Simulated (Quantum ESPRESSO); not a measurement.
# Ni(111) under a row of overlayers, part 3 of 17

Wanted: work-function changes of Ni(111) along a row of adsorbates.

Quantum ESPRESSO 7.5; plane-wave DFT, PBE, GBRV ultrasoft pseudopotentials.

So far. Step 4 (SCF with pw.x, clean face): The run needed 41 iterations to bring the estimated error under 1e-07 Ry; the largest force on any atom, held or free, is 0.17 eV/Å. The cell keeps a moment of 3.6 μB. Step 4 (SCF with pw.x, clean face): Inside the slab this potential holds the local part of the pseudopotentials, which can be repulsive at the nuclei; only its value in the vacuum has a meaning of its own.

### Step 5. Projected density of states, clean face

projwfc.x splits the states by atom and orbital; the spilling says how much the atomic basis misses.

File clean.pdos.in:

```
&projwfc
  prefix = 'clean.esm'
  outdir = './out'
  filpdos = 'clean.pdos'
  Emin = -13.041
  Emax = -1.041
  DeltaE = 0.1
  ngauss = 0
  degauss = 0.01
/
```

On the command line:

```bash
> OMP_NUM_THREADS=1 mpirun -n 8 projwfc.x -in clean.pdos.in > clean.pdos.out
```

Log:

```text
[banner, memory and clock lines left out]
Program PROJWFC v.7.5 starts

          URL

     ./out/clean.esm.save/

     IMPORTANT: XC functional enforced from input :
     Exchange-correlation= PBE
                           (   1   4   3   4   0   0   0)
     Any further DFT definition will be discarded
     Please, verify this is what you really want

     Check: negative core charge=   -0.000016

     negative rho (up, down):  2.566E-04 3.467E-04

     Gaussian broadening (read from input): ngauss,degauss=   0    0.010000

     Calling projwave ....
     one sub-group per band group will be used

     linear algebra parallelized on   4 procs

  Problem Sizes
  natomwfc =           65
  nx       =           33
  nbnd     =           54
  nkstot   =           38
  npwx     =          506
  nkb      =           90

     Atomic states used for projection
     (read from pseudopotential files):

     state #   1: atom   1 (Ni ), wfc  1 (l=0 m= 1)
     state #   2: atom   1 (Ni ), wfc  2 (l=1 m= 1)
     state #   3: atom   1 (Ni ), wfc  2 (l=1 m= 2)
     state #   4: atom   1 (Ni ), wfc  2 (l=1 m= 3)
     state #   5: atom   1 (Ni ), wfc  3 (l=2 m= 1)
     state #   6: atom   1 (Ni ), wfc  3 (l=2 m= 2)
     state #   7: atom   1 (Ni ), wfc  3 (l=2 m= 3)
     state #   8: atom   1 (Ni ), wfc  3 (l=2 m= 4)
     state #   9: atom   1 (Ni ), wfc  3 (l=2 m= 5)
     state #  10: atom   1 (Ni ), wfc  4 (l=0 m= 1)
     state #  11: atom   1 (Ni ), wfc  5 (l=1 m= 1)
     state #  12: atom   1 (Ni ), wfc  5 (l=1 m= 2)
     state #  13: atom   1 (Ni ), wfc  5 (l=1 m= 3)
     state #  14: atom   2 (Ni ), wfc  1 (l=0 m= 1)
     state #  15: atom   2 (Ni ), wfc  2 (l=1 m= 1)
     state #  16: atom   2 (Ni ), wfc  2 (l=1 m= 2)
     state #  17: atom   2 (Ni ), wfc  2 (l=1 m= 3)
     state #  18: atom   2 (Ni ), wfc  3 (l=2 m= 1)
     state #  19: atom   2 (Ni ), wfc  3 (l=2 m= 2)
     state #  20: atom   2 (Ni ), wfc  3 (l=2 m= 3)
     state #  21: atom   2 (Ni ), wfc  3 (l=2 m= 4)
     state #  22: atom   2 (Ni ), wfc  3 (l=2 m= 5)
     state #  23: atom   2 (Ni ), wfc  4 (l=0 m= 1)
     state #  24: atom   2 (Ni ), wfc  5 (l=1 m= 1)
     state #  25: atom   2 (Ni ), wfc  5 (l=1 m= 2)
     state #  26: atom   2 (Ni ), wfc  5 (l=1 m= 3)
     state #  27: atom   3 (Ni ), wfc  1 (l=0 m= 1)
     state #  28: atom   3 (Ni ), wfc  2 (l=1 m= 1)
     state #  29: atom   3 (Ni ), wfc  2 (l=1 m= 2)
     state #  30: atom   3 (Ni ), wfc  2 (l=1 m= 3)
     state #  31: atom   3 (Ni ), wfc  3 (l=2 m= 1)
     state #  32: atom   3 (Ni ), wfc  3 (l=2 m= 2)
     state #  33: atom   3 (Ni ), wfc  3 (l=2 m= 3)
     state #  34: atom   3 (Ni ), wfc  3 (l=2 m= 4)
     state #  35: atom   3 (Ni ), wfc  3 (l=2 m= 5)
     state #  36: atom   3 (Ni ), wfc  4 (l=0 m= 1)
     state #  37: atom   3 (Ni ), wfc  5 (l=1 m= 1)
     state #  38: atom   3 (Ni ), wfc  5 (l=1 m= 2)
     state #  39: atom   3 (Ni ), wfc  5 (l=1 m= 3)
     state #  40: atom   4 (Ni ), wfc  1 (l=0 m= 1)
     state #  41: atom   4 (Ni ), wfc  2 (l=1 m= 1)
     state #  42: atom   4 (Ni ), wfc  2 (l=1 m= 2)
     state #  43: atom   4 (Ni ), wfc  2 (l=1 m= 3)
     state #  44: atom   4 (Ni ), wfc  3 (l=2 m= 1)
     state #  45: atom   4 (Ni ), wfc  3 (l=2 m= 2)
     state #  46: atom   4 (Ni ), wfc  3 (l=2 m= 3)
     state #  47: atom   4 (Ni ), wfc  3 (l=2 m= 4)
     state #  48: atom   4 (Ni ), wfc  3 (l=2 m= 5)
     state #  49: atom   4 (Ni ), wfc  4 (l=0 m= 1)
     state #  50: atom   4 (Ni ), wfc  5 (l=1 m= 1)
     state #  51: atom   4 (Ni ), wfc  5 (l=1 m= 2)
     state #  52: atom   4 (Ni ), wfc  5 (l=1 m= 3)
     state #  53: atom   5 (Ni ), wfc  1 (l=0 m= 1)
     state #  54: atom   5 (Ni ), wfc  2 (l=1 m= 1)
     state #  55: atom   5 (Ni ), wfc  2 (l=1 m= 2)
     state #  56: atom   5 (Ni ), wfc  2 (l=1 m= 3)
     state #  57: atom   5 (Ni ), wfc  3 (l=2 m= 1)
     state #  58: atom   5 (Ni ), wfc  3 (l=2 m= 2)
     state #  59: atom   5 (Ni ), wfc  3 (l=2 m= 3)
     state #  60: atom   5 (Ni ), wfc  3 (l=2 m= 4)
     state #  61: atom   5 (Ni ), wfc  3 (l=2 m= 5)
     state #  62: atom   5 (Ni ), wfc  4 (l=0 m= 1)
     state #  63: atom   5 (Ni ), wfc  5 (l=1 m= 1)
     state #  64: atom   5 (Ni ), wfc  5 (l=1 m= 2)
     state #  65: atom   5 (Ni ), wfc  5 (l=1 m= 3)

[... projections of each state ...]
Lowdin Charges:

     Atom #   1: total charge =  17.9391, s =  2.5090, p =  6.9181, d =  8.5120,
                 spin up      =   9.3336, s =  1.2509,
                 spin up      =   9.3336, p =  3.4294, pz=  1.1110, px=  1.1592, py=  1.1592,
                 spin up      =   9.3336, d =  4.6532, dz2=  0.9376, dxz=  0.9413, dyz=  0.9413, dx2-y2=  0.9165, dxy=  0.9165,
                 spin down    =   8.6055, s =  1.2581,
                 spin down    =   8.6055, p =  3.4886, pz=  1.1293, px=  1.1797, py=  1.1797,
                 spin down    =   8.6055, d =  3.8587, dz2=  0.7292, dxz=  0.8265, dyz=  0.8265, dx2-y2=  0.7382, dxy=  0.7382,
                 polarization =   0.7281, s = -0.0072, p = -0.0592, d =  0.7945,
     Atom #   2: total charge =  17.9833, s =  2.4510, p =  7.0658, d =  8.4665,
                 spin up      =   9.3575, s =  1.2206,
                 spin up      =   9.3575, p =  3.5069, pz=  1.1715, px=  1.1677, py=  1.1677,
                 spin up      =   9.3575, d =  4.6300, dz2=  0.9095, dxz=  0.9358, dyz=  0.9358, dx2-y2=  0.9245, dxy=  0.9245,
                 spin down    =   8.6258, s =  1.2305,
                 spin down    =   8.6258, p =  3.5589, pz=  1.1878, px=  1.1856, py=  1.1856,
                 spin down    =   8.6258, d =  3.8365, dz2=  0.7387, dxz=  0.7871, dyz=  0.7871, dx2-y2=  0.7618, dxy=  0.7618,
                 polarization =   0.7316, s = -0.0099, p = -0.0520, d =  0.7936,
     Atom #   3: total charge =  17.9679, s =  2.4504, p =  7.0502, d =  8.4673,
                 spin up      =   9.3287, s =  1.2207,
                 spin up      =   9.3287, p =  3.4988, pz=  1.1653, px=  1.1668, py=  1.1668,
                 spin up      =   9.3287, d =  4.6092, dz2=  0.9178, dxz=  0.9248, dyz=  0.9248, dx2-y2=  0.9209, dxy=  0.9209,
                 spin down    =   8.6392, s =  1.2297,
                 spin down    =   8.6392, p =  3.5514, pz=  1.1845, px=  1.1835, py=  1.1835,
                 spin down    =   8.6392, d =  3.8581, dz2=  0.7181, dxz=  0.7999, dyz=  0.7999, dx2-y2=  0.7700, dxy=  0.7700,
                 polarization =   0.6895, s = -0.0091, p = -0.0526, d =  0.7511,
     Atom #   4: total charge =  17.9848, s =  2.4495, p =  7.0698, d =  8.4655,
                 spin up      =   9.3582, s =  1.2199,
                 spin up      =   9.3582, p =  3.5091, pz=  1.1727, px=  1.1682, py=  1.1682,
                 spin up      =   9.3582, d =  4.6293, dz2=  0.9097, dxz=  0.9351, dyz=  0.9351, dx2-y2=  0.9247, dxy=  0.9247,
                 spin down    =   8.6266, s =  1.2296,
                 spin down    =   8.6266, p =  3.5607, pz=  1.1889, px=  1.1859, py=  1.1859,
                 spin down    =   8.6266, d =  3.8362, dz2=  0.7398, dxz=  0.7845, dyz=  0.7845, dx2-y2=  0.7637, dxy=  0.7637,
                 polarization =   0.7317, s = -0.0098, p = -0.0516, d =  0.7930,
     Atom #   5: total charge =  17.9388, s =  2.5063, p =  6.9214, d =  8.5112,
                 spin up      =   9.3339, s =  1.2495,
                 spin up      =   9.3339, p =  3.4314, pz=  1.1118, px=  1.1598, py=  1.1598,
                 spin up      =   9.3339, d =  4.6531, dz2=  0.9376, dxz=  0.9409, dyz=  0.9409, dx2-y2=  0.9168, dxy=  0.9168,
                 spin down    =   8.6049, s =  1.2568,
                 spin down    =   8.6049, p =  3.4901, pz=  1.1300, px=  1.1801, py=  1.1801,
                 spin down    =   8.6049, d =  3.8581, dz2=  0.7308, dxz=  0.8239, dyz=  0.8239, dx2-y2=  0.7397, dxy=  0.7397,
                 polarization =   0.7290, s = -0.0073, p = -0.0587, d =  0.7950,
     Spilling Parameter:   0.0021

Note: The following floating-point exceptions are signalling: IEEE_DIVIDE_BY_ZERO IEEE_UNDERFLOW_FLAG IEEE_DENORMAL
Note: The following floating-point exceptions are signalling: IEEE_DIVIDE_BY_ZERO IEEE_UNDERFLOW_FLAG IEEE_DENORMAL
Note: The following floating-point exceptions are signalling: IEEE_DIVIDE_BY_ZERO IEEE_UNDERFLOW_FLAG IEEE_DENORMAL
Note: The following floating-point exceptions are signalling: IEEE_DIVIDE_BY_ZERO IEEE_UNDERFLOW_FLAG IEEE_DENORMAL
Note: The following floating-point exceptions are signalling: IEEE_DIVIDE_BY_ZERO IEEE_UNDERFLOW_FLAG IEEE_DENORMAL
Note: The following floating-point exceptions are signalling: IEEE_DIVIDE_BY_ZERO IEEE_UNDERFLOW_FLAG IEEE_DENORMAL
Note: The following floating-point exceptions are signalling: IEEE_DIVIDE_BY_ZERO IEEE_UNDERFLOW_FLAG IEEE_DENORMAL
Note: The following floating-point exceptions are signalling: IEEE_DIVIDE_BY_ZERO IEEE_UNDERFLOW_FLAG IEEE_DENORMAL
```

Run time: 3.3 s. Hardware: 8 MPI ranks of AMD EPYC 7R43, shared host; peak memory 0.42 GiB.

This step gave:

```
spilling of the projection : 0.0021
```

Projected DOS an atom, spin up over height of the atomic layer and energy from the Fermi level. Columns are the atomic layers from the bottom up.

Values in states/eV, 22 rows by 5 columns, each cell a mean:
```
0.16 0.14 0.08 0.13 0.16
0.21 0.17 0.22 0.17 0.21
0.17 0.11 0.15 0.11 0.17
0.18 0.14 0.14 0.14 0.18
0.46 0.40 0.44 0.40 0.46
2.02 1.81 1.73 1.81 2.00
1.74 1.37 1.33 1.35 1.71
1.52 1.04 1.23 1.01 1.49
2.02 1.39 1.33 1.38 2.03
1.25 1.40 1.43 1.41 1.30
0.85 1.03 1.15 1.01 0.80
0.67 0.90 0.73 0.89 0.68
0.63 1.09 1.04 1.11 0.64
0.33 0.67 0.61 0.71 0.36
0.21 0.40 0.41 0.42 0.22
0.13 0.20 0.22 0.21 0.14
0.07 0.09 0.08 0.09 0.07
0.07 0.11 0.13 0.12 0.07
0.05 0.06 0.05 0.06 0.05
0.03 0.06 0.06 0.06 0.04
0.03 0.06 0.06 0.06 0.03
0.02 0.05 0.05 0.05 0.03
```
Columns: height of the atomic layer (Å) from -4.05 to 4.05; rows upwards: energy from the Fermi level (eV) from -8.00 to 1.50.

Projected DOS an atom, spin dn over height of the atomic layer and energy from the Fermi level. Columns are the atomic layers from the bottom up.

Ten even steps from '0' (0.03 states/eV) to '9' (1.74 states/eV), each cell a mean:
```
10001
10001
33333
99899
86668
75757
96569
97879
45654
44444
24443
24442
12221
11221
00000
00000
00000
00000
00000
00000
00000
00000
```
Columns: height of the atomic layer (Å) from -4.05 to 4.05; rows upwards: energy from the Fermi level (eV) from -8.00 to 1.50.

The atomic orbitals miss 0.2 % of the occupied states; for empty states the projections can miss much more.

[end of part 3 of 17]

[Logs are printed without paths, hosts, clocks, repeated set-up lines and the standing remarks that a program may print on its own settings, such as how far it seeks lower states.]

[Hosts, paths, dates, database ids (printed as entryN), source tags and the programs' standing remarks are cut or masked in the printed files.]

[Maps of the electrostatic potential energy from Ansatz leave out the sawtooth potential of an applied field or a dipole correction, so their vacuum need not be flat; planar profiles and work functions include it.]
